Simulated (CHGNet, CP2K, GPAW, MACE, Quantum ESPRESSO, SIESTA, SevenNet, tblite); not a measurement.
## Running generalised stacking fault on (111) (shuffle set) of a GaAs-GaSb solid solution (48 atoms) with GPAW

Aim: run generalised stacking fault on (111) (shuffle set) of a GaAs-GaSb solid solution (48 atoms) in GPAW and see how near its forces come to a plane-wave reference, and at what cost.

Program: GPAW 26.7.0. Level of theory: the method is named at each step. Results are calculated unless marked as measured.

## Step 1: The structure

The cell holds 48 atoms: 24 Ga, 10 Sb and 14 As. Cell: a = 8.267 Å, b = 7.159 Å, c = 20.540 Å, α = 90.0°, β = 80.3°, γ = 90.0°. It derives from GaAs. Zinc-blende GaAs lattice (a = 5.8453 Å, the value set for the mixture), cell with z along [111], 2 x 1 x 2 periods; the third cell vector is tilted by 0.833 of 1/2[1-10] and lengthened by 0 Å, so the cell holds one fault (shuffle set); displaced by a Gaussian of 0.01 Å; 10 of 24 As sites given to Sb at random (lattice constant by Vegard's rule between GaAs and GaSb). Then every atom was moved at random, 0.03 Å r.m.s. a Cartesian component. The structure's axis is c.

The yardstick, on the same geometry:

| Quantity | Value |
| --- | --- |
| method | Kohn-Sham DFT, PBE, SSSP efficiency 1.3.0 pseudopotentials, plane waves (Quantum ESPRESSO 7.5); sssp-pbe-1.3.0-efficiency, cutoffs 70/560 Ry, Γ point |
| r.m.s. force component | 0.7813 eV/Å |
| longest force | 3.081 eV/Å |
| pressure | 5 GPa |
| time | 11 min on 4 MPI ranks of Arm Neoverse V2, shared host |
| CPU time | 43 min |

## Step 2: PBE, LCAO dzp, h 0.2 Å

Method: Kohn-Sham DFT, PBE, PAW, atomic orbitals (dzp).

run.py reads:

```python
import numpy as np
from ase.io import read
from gpaw import GPAW, FermiDirac

atoms = read("structure.xyz")
atoms.calc = GPAW(
    mode="lcao",
    basis="dzp",
    h=0.2,
    xc="PBE",
    kpts={"size": (1, 1, 1), "gamma": True},
    occupations=FermiDirac(0.05),
    maxiter=200,
    symmetry={"point_group": False},
    txt="gpaw.txt",
)
energy = atoms.get_potential_energy(force_consistent=True)
forces = atoms.get_forces()
print(f"energy {energy:.6f} eV")
print("forces (eV/A)")
for i, (a, f) in enumerate(zip(atoms, forces)):
    print(f"{i:4d} {a.symbol:2s} {f[0]:10.5f} {f[1]:10.5f} {f[2]:10.5f}")
print(f"Fermi level {atoms.calc.get_fermi_level():.4f} eV")
for k in range(len(atoms.calc.get_ibz_k_points())):
    for s in range(atoms.calc.get_number_of_spins()):
        e = atoms.calc.get_eigenvalues(kpt=k, spin=s)
        n = np.searchsorted(e, atoms.calc.get_fermi_level())
        print(f"k {k} spin {s} levels about the Fermi level:", np.round(e[max(n - 6, 0):n], 4).tolist(), "|", np.round(e[n:n + 6], 4).tolist())
```

structure.xyz reads:

```xyz
48
Lattice="8.26650 0.00000 0.00000 0.00000 7.15900 0.00000 3.44440 0.00000 20.24871" Properties=species:S:1:pos:R:3 pbc="T T T"
Ga 6.19560 3.57843 19.02812
Sb 6.18875 3.55616 1.31718
Ga 6.23814 5.91398 2.13725
As 6.11322 5.98328 4.63209
Ga 10.32116 3.53733 19.05728
As 2.04802 3.56325 1.24064
Ga 2.04412 5.93517 2.10607
As 2.07169 5.97061 4.61144
Ga 4.14888 0.00064 18.99835
As 4.12215 7.14733 1.28478
Ga 4.17924 2.42604 2.04512
As 4.13093 2.40177 4.62298
Ga 4.10640 4.73396 5.45946
As 4.13143 4.70361 8.04319
Ga 6.22692 1.20436 5.48274
Sb 6.19515 1.19527 8.00816
Ga 6.18773 3.55523 8.86306
Sb 6.18006 3.54041 11.40914
Ga 6.24970 5.94641 12.25978
Sb 6.15461 6.00719 14.79351
Ga 8.26794 7.15163 18.99612
Sb 8.23357 0.01267 1.26818
Ga 8.25357 2.43563 2.13948
As 8.28866 2.38294 4.63614
Ga 8.26833 4.73403 5.41957
Sb 8.32030 4.83490 8.00958
Ga 2.02412 1.19663 5.47383
As 2.15620 1.23536 8.02355
Ga 2.02337 3.60785 8.85031
As 2.02306 3.55673 11.43283
Ga 10.34121 5.96087 12.20005
As 10.31609 5.92357 14.71454
Ga 4.10341 0.02656 8.85820
As 4.13704 7.13036 11.40407
Ga 4.13544 2.40220 12.26404
As 4.13385 2.32524 14.74673
Ga 4.15763 4.80312 15.67817
Sb 4.12770 4.78236 18.13859
Ga 6.15402 1.20107 15.58746
Sb 6.19332 1.13356 18.15358
Ga 8.21928 7.13631 8.78227
Sb 8.18197 0.03844 11.39172
Ga 8.28198 2.41008 12.25229
As 8.27219 2.42411 14.79371
Ga 8.25130 4.74921 15.64476
As 8.23482 4.76496 18.08412
Ga 10.34884 1.19147 15.66177
Sb 10.30494 1.25111 18.14062
```

On the command line:

```sh
> OMP_NUM_THREADS=1 python run.py > output.txt
```

Output:

```text
energy -165.728024 eV
forces (eV/A)
   0 Ga    0.51760   -0.15232    0.68080
   1 Sb    0.92774    1.02324   -1.31564
   2 Ga   -1.59402    0.63303    1.09971
   3 As    0.84204    0.17138   -0.10823
   4 Ga   -1.00506    1.27545    0.18412
   5 As    0.77690    0.56219   -0.30296
   6 Ga    0.88839   -0.78070    0.58491
   7 As   -0.07494    0.23223   -0.10067
   8 Ga   -0.92124   -0.21721    0.77492
   9 As    0.70266    0.37140   -0.59170
  10 Ga   -2.36169   -1.76614    1.40606
  11 As    0.04123   -0.04988   -0.53087
  12 Ga   -0.15413   -0.19397    0.54676
  13 As   -0.14594    0.97098   -0.43635
  14 Ga   -0.34524   -0.24387   -1.16748
  15 Sb   -0.27622    0.28883   -0.46985
  16 Ga   -0.32479    0.75300   -0.12343
  17 Sb    0.21253    0.86183   -0.41530
  18 Ga   -1.81672   -0.25658   -0.01532
  19 Sb    0.78205   -0.27199   -0.42915
  20 Ga   -0.29866   -1.65465    1.30045
  21 Sb    0.71269    0.66726   -0.65171
  22 Ga    1.23331   -0.55277    1.04742
  23 As   -0.16527    0.26126   -0.28987
[...]
40 Ga    1.83012    1.32426    0.80450
  41 Sb    1.48477    0.25578   -0.79772
  42 Ga    0.72865    0.11879    1.30347
  43 As   -0.19547   -0.22660   -0.28080
  44 Ga    0.73211   -0.35605   -0.14706
  45 As    0.37231    0.21468    0.70537
  46 Ga   -0.20993   -0.60986   -1.84801
  47 Sb    0.33648   -0.75373    0.21175
Fermi level 5.2395 eV
k 0 spin 0 levels about the Fermi level: [4.6145, 4.692, 4.7359, 4.9491, 5.0711, 5.187] | [5.283, 5.6076, 5.7145, 5.9088, 6.0284, 6.2358]
```

gpaw.txt:

```text
Input parameters:
  mode=LCAO(),
  basis={'default': 'dzp'},
  h=0.2,
  kpts=MonkhorstPack(size=(1, 1, 1), gamma=True),
  maxiter=200,
  occupations=Occupations(name='fermi-dirac', width=0.05, fixmagmom=False),
  symmetry=Symmetry(point_group=False),
  xc=XC(name='PBE')
Unit cell  # Å
| periodic |        x |        y |         z |   lengths |    angles |
|----------|----------|----------|-----------|-----------|-----------|
|      yes | 8.266500 | 0.000000 |  0.000000 |  8.266500 | 90.000000 |
|      yes | 0.000000 | 7.159000 |  0.000000 |  7.159000 | 80.346126 |
|      yes | 3.444400 | 0.000000 | 20.248710 | 20.539575 | 90.000000 |
Number of symmetries: 1
Symmetry operations  # r_c * U_cc + t_c -> r_c
|   | kind |            matrix            |
|---|------|------------------------------|
| 0 |  E   |  1, 0, 0,  0, 1, 0,  0, 0, 1 |
BZ-sampling:
  Number of BZ points: 1
  Number of IBZ points: 1
  Monkhorst-Pack size: [1, 1, 1]
  Monkhorst-Pack shift: [0, 0, 0]
[... lines left out ...]
  Fermi-Dirac:
[... lines left out ...]
xc functional:
  name: PBE with 2 nearest neighbor stencil
interpolation: tri-quintic # 5. degree polynomial
Initialization done in: 6.866 s
convergence criteria:
- Maximum [total energy] change in last 3 cyles: 0.0005 eV / valence electron
- Maximum integral of absolute [dens]ity change: 0.0001 electrons / valence electron
- Maximum integral of absolute [eigenst]ate change: 4e-08 eV^2 / valence electron
maximum number of iterations: 200
SCF iterations
|iter     |      energy | eigst |  dens |
|---------|-------------|-------|-------|
|iter:   1| -166.576056 |      c|       |
|iter:   2| -166.322392 |      c| -1.13 |
|iter:   3| -190.760118 |      c| -1.16 |
|iter:   4| -280.614490 |      c| -0.98 |
[...]
|iter:   8| -165.813360 |      c| -1.71 |
|iter:   9| -165.733352 |      c| -1.87 |
|iter:  10| -165.678171c|      c| -2.08 |
|iter:  11| -165.667872c|      c| -2.43 |
|iter:  12| -165.662470c|      c| -2.66 |
|iter:  13| -165.660491c|      c| -2.88 |
|iter:  14| -165.660246c|      c| -3.41 |
|iter:  15| -165.660844c|      c| -3.96 |
|iter:  16| -165.660295c|      c| -3.86 |
|iter:  17| -165.660407c|      c| -4.29c|
Converged in 17 steps
SCF loop duration: 132.340 s (7.785 s/step)
Energy contributions relative to reference atoms: (reference = -3893089.329576)
Energy contributions:
  Kinetic:         759.196583
  Coulomb:        -659.239601
  Zero:              1.498732
  External:          0.000000
  Xc:             -267.048503
  Entropy:          -0.135235
  Spinorbit:         0.000000
  ----------------------------
  Free energy:    -165.728024
  Extrapolated:   -165.660407
dipole moment: (42.926475, -6.109643, -0.840120)  # |e|*Ang
Fermi level: 5.239
Eigenvalues  # (at kpt = [0.000, 0.000, 0.000])
| band index |      eig [eV] | occ [0-2] |
|------------|---------------|-----------|
|          0 |       -23.970 |     2.000 |
|        ... |               |           |
|        138 |         4.186 |     2.000 |
|        139 |         4.494 |     2.000 |
[...]
|        153 |         6.359 |     0.000 |
|        ... |               |           |
|        179 |         8.980 |     0.000 |
Gap: 0.096 eV
Transition (v -> c):
  (s=0, k=0, n=145, [0.00, 0.00, 0.00]) -> (s=0, k=0, n=146, [0.00, 0.00, 0.00])
No difference between direct/indirect transitions
Force computation time: 16.616  # s
timing:  # [seconds]
  Total:  155.846  # ━━━━━━━━━━━━━━━━━━━━━━━━━━━━━━━━━━━━━━━━━━━━━━━━━━━━━━━━
  Init:     6.866  # ━━╸
  SCF:    132.340  # ━━━━━━━━━━━━━━━━━━━━━━━━━━━━━━━━━━━━━━━━━━━━━━━╸
  Forces:  16.616  # ━━━━━━
```

Elapsed: 2.6 min, on 1 thread of Arm Neoverse V2, shared host; peak memory 1.3 GiB.

Banners, paths, timers and routine set-up lines are dropped from the logs unmarked, and long logs keep their key lines alone; longer cuts are marked.

Compared with the plane-wave run:

* r.m.s. force component: 0.8242 eV/Å
* r.m.s. difference of force components: 51.21 meV/Å
* longest difference of force vectors: 188.4 meV/Å
* force difference over r.m.s. force: 6.554 %
* slope of forces against the reference's: 1.054
* correlation of force components: 0.9994

Length of the force difference by element (eV/Å):

| element | atoms | mean | most |
| --- | --- | --- | --- |
| As | 14 | 0.069 | 0.14 |
| Ga | 24 | 0.086 | 0.19 |
| Sb | 10 | 0.082 | 0.14 |

Local excerpt of 9 atoms (numbers count through the whole input) about Sb16, picked at random; x, y, z are measured from there.

| atom | x | y | z | distance (Å) | bonds | Fx | Fy | Fz (eV/Å) |
| --- | --- | --- | --- | --- | --- | --- | --- | --- |
| Sb16 | 0.00 | 0.00 | 0.00 | 0.00 | 4 | -0.28 | 0.29 | -0.47 |
| Ga41 | 2.02 | -1.22 | 0.77 | 2.49 | 4 | 1.83 | 1.32 | 0.80 |
| Ga17 | -0.01 | 2.36 | 0.85 | 2.51 | 4 | -0.32 | 0.75 | -0.12 |
| Ga15 | 0.03 | 0.01 | -2.53 | 2.53 | 4 | -0.35 | -0.24 | -1.17 |
| Ga33 | -2.09 | -1.17 | 0.85 | 2.54 | 4 | -0.43 | -1.52 | 0.85 |
| As28 | -4.04 | 0.04 | 0.02 | 4.04 | 4 | -1.41 | 0.18 | -0.45 |
| As14 | -2.06 | 3.51 | 0.04 | 4.07 | 4 | -0.15 | 0.97 | -0.44 |
| Sb42 | 1.99 | -1.16 | 3.38 | 4.09 | 4 | 1.48 | 0.26 | -0.80 |
| Sb26 | 2.13 | -3.52 | 0.00 | 4.11 | 4 | -1.14 | -0.85 | -1.02 |

Atoms are counted from 1 here, from 0 in the log.

Forces lie 6.6 % from the reference's, at 0.061 times its CPU time (on 1 against 4 cores).

## Step 3: PBE, LCAO szp(dzp), h 0.2 Å

Method: Kohn-Sham DFT, PBE, PAW, atomic orbitals (szp(dzp)).

Changes to run.py since step 2:

```diff
@@ -7,3 +7,3 @@
     mode="lcao",
-    basis="dzp",
+    basis="szp(dzp)",
     h=0.2,
```

structure.xyz is that of step 2.

Output:

```text
energy -157.050683 eV
forces (eV/A)
   0 Ga    0.68638   -0.10768    0.79450
   1 Sb    0.91614    1.03163   -1.45776
   2 Ga   -1.73080    0.74412    1.15785
   3 As    0.89277    0.15531   -0.03788
   4 Ga   -1.03653    1.44003    0.23291
   5 As    0.71353    0.53975   -0.34411
   6 Ga    0.99278   -0.85190    0.57139
   7 As   -0.09733    0.23697   -0.05349
   8 Ga   -0.92546   -0.19068    0.87119
   9 As    0.69734    0.35142   -0.64334
  10 Ga   -2.56921   -1.89950    1.47477
  11 As    0.03835   -0.11701   -0.53231
[...]
43 As   -0.24017   -0.30042   -0.26084
  44 Ga    0.82493   -0.34417   -0.18051
  45 As    0.39405    0.21338    0.81882
  46 Ga   -0.22184   -0.68032   -2.05211
  47 Sb    0.36936   -0.80824    0.26538
Fermi level 5.0004 eV
k 0 spin 0 levels about the Fermi level: [4.4041, 4.4776, 4.513, 4.7257, 4.843, 4.9591] | [5.0315, 5.4205, 5.5232, 5.7058, 5.8249, 6.0691]
```

gpaw.txt:

```text
Input parameters:
  mode=LCAO(),
  basis={'default': 'szp(dzp)'},
  h=0.2,
  kpts=MonkhorstPack(size=(1, 1, 1), gamma=True),
  maxiter=200,
  occupations=Occupations(name='fermi-dirac', width=0.05, fixmagmom=False),
  symmetry=Symmetry(point_group=False),
  xc=XC(name='PBE')
[... lines left out ...]
  Fermi-Dirac:
[... lines left out ...]
convergence criteria:
- Maximum [total energy] change in last 3 cyles: 0.0005 eV / valence electron
[... lines left out ...]
Converged in 15 steps
[... lines left out ...]
  Free energy:    -157.050683
[... lines left out ...]
Fermi level: 5.000
[... lines left out ...]
|          0 |       -24.705 |     2.000 |
|        ... |               |           |
|        138 |         3.980 |     2.000 |
|        139 |         4.273 |     2.000 |
[...]
|        153 |         6.387 |     0.000 |
|        ... |               |           |
|        179 |         8.912 |     0.000 |
Gap: 0.072 eV
Transition (v -> c):
  (s=0, k=0, n=145, [0.00, 0.00, 0.00]) -> (s=0, k=0, n=146, [0.00, 0.00, 0.00])
No difference between direct/indirect transitions
Force computation time: 13.374  # s
timing:  # [seconds]
  Total:  114.276  # ━━━━━━━━━━━━━━━━━━━━━━━━━━━━━━━━━━━━━━━━━━━━━━━━━━━━━━━━
  Init:     6.212  # ━━━
  SCF:     94.666  # ━━━━━━━━━━━━━━━━━━━━━━━━━━━━━━━━━━━━━━━━━━━━━━╸
  Forces:  13.374  # ━━━━━━╸
```

It took 1.9 min on 1 thread; peak memory 1.2 GiB.

Numbers from this run, and their distance from the reference:

- r.m.s. force component: 0.8946 eV/Å
- r.m.s. difference of force components: 126.7 meV/Å
- longest difference of force vectors: 451.7 meV/Å
- force difference over r.m.s. force: 16.22 %
- slope of forces against the reference's: 1.142
- correlation of force components: 0.9977

This is a coarse setting, run to see what it loses.

Against the first run (6.6 %), the force difference from the reference is 16 %, at 0.74 times the CPU time, with 482 basis functions against 724: the smaller basis costs accuracy.

## Step 4: LDA, LCAO dzp, h 0.2 Å

Method: Kohn-Sham DFT, LDA, PAW, atomic orbitals (dzp).

Changes to run.py since step 3:

```diff
@@ -7,5 +7,5 @@
     mode="lcao",
-    basis="szp(dzp)",
+    basis="dzp",
     h=0.2,
-    xc="PBE",
+    xc="LDA",
     kpts={"size": (1, 1, 1), "gamma": True},
```

structure.xyz is that of step 3.

Output:

```text
energy -198.253575 eV
forces (eV/A)
   0 Ga    0.51149   -0.16955    0.69146
   1 Sb    0.87270    1.00682   -1.25953
   2 Ga   -1.41201    0.53357    1.06247
   3 As    0.74690    0.21054   -0.07755
   4 Ga   -0.92307    1.13446    0.19272
   5 As    0.73502    0.57878   -0.30681
   6 Ga    0.91208   -0.78089    0.58239
   7 As   -0.15495    0.24398   -0.07664
   8 Ga   -0.82939   -0.26173    0.76375
   9 As    0.63400    0.40876   -0.59698
  10 Ga   -2.15096   -1.69984    1.33937
  11 As   -0.00478    0.00234   -0.43770
[...]
43 As   -0.23453   -0.20625   -0.25191
  44 Ga    0.75411   -0.37607   -0.13127
  45 As    0.24245    0.25053    0.62040
  46 Ga   -0.14146   -0.56879   -1.79707
  47 Sb    0.20529   -0.66516    0.23174
Fermi level 4.8231 eV
k 0 spin 0 levels about the Fermi level: [4.2969, 4.372, 4.3992, 4.6327, 4.7316, 4.7715] | [4.839, 5.1434, 5.2606, 5.4277, 5.5479, 5.7901]
```

gpaw.txt:

```text
Input parameters:
  mode=LCAO(),
  basis={'default': 'dzp'},
  h=0.2,
  kpts=MonkhorstPack(size=(1, 1, 1), gamma=True),
  maxiter=200,
  occupations=Occupations(name='fermi-dirac', width=0.05, fixmagmom=False),
  symmetry=Symmetry(point_group=False),
  xc=XC(name='LDA')
Unit cell  # Å
[... lines left out ...]
  Fermi-Dirac:
[... lines left out ...]
convergence criteria:
- Maximum [total energy] change in last 3 cyles: 0.0005 eV / valence electron
[... lines left out ...]
Converged in 18 steps
[... lines left out ...]
  Free energy:    -198.253575
[... lines left out ...]
Fermi level: 4.823
[... lines left out ...]
|          0 |       -24.232 |     2.000 |
|        ... |               |           |
|        138 |         3.859 |     2.000 |
|        139 |         4.174 |     2.000 |
[...]
|        153 |         5.921 |     0.000 |
|        ... |               |           |
|        179 |         8.587 |     0.000 |
Gap: 0.067 eV
Transition (v -> c):
  (s=0, k=0, n=145, [0.00, 0.00, 0.00]) -> (s=0, k=0, n=146, [0.00, 0.00, 0.00])
No difference between direct/indirect transitions
Force computation time: 16.633  # s
timing:  # [seconds]
  Total:  151.763  # ━━━━━━━━━━━━━━━━━━━━━━━━━━━━━━━━━━━━━━━━━━━━━━━━━━━━━━━━
  Init:     5.531  # ━━
  SCF:    129.573  # ━━━━━━━━━━━━━━━━━━━━━━━━━━━━━━━━━━━━━━━━━━━━━━━━
  Forces:  16.633  # ━━━━━━
```

The job ended after 2.6 min (1 thread; peak memory 1.3 GiB).

Against the reference:

```yaml
r_m_s_force_component: 0.7766 eV/Å
r_m_s_difference_of_force_components: 34.3 meV/Å
longest_difference_of_force_vectors: 115.7 meV/Å
force_difference_over_r_m_s_force: 4.39 %
slope_of_forces_against_the_reference_s: 0.993
correlation_of_force_components: 0.999
```

Against the first run (6.6 %), the force difference from the reference is 4.4 %, at 0.97 times the CPU time; another functional landing nearer a PBE reference means that errors partly cancel.

(Part 1 of 2 ends here.)

[Also dropped from logs without a mark: logging warnings of Python, and SIESTA's first energy breakdown and zero terms.]

[Logs are printed without paths, hosts, clocks, repeated set-up lines and the standing remarks that a program may print on its own settings, such as how far it seeks lower states.]

[Hosts, paths, dates, database ids (printed as entryN), source tags and the programs' standing remarks are cut or masked in the printed files.]
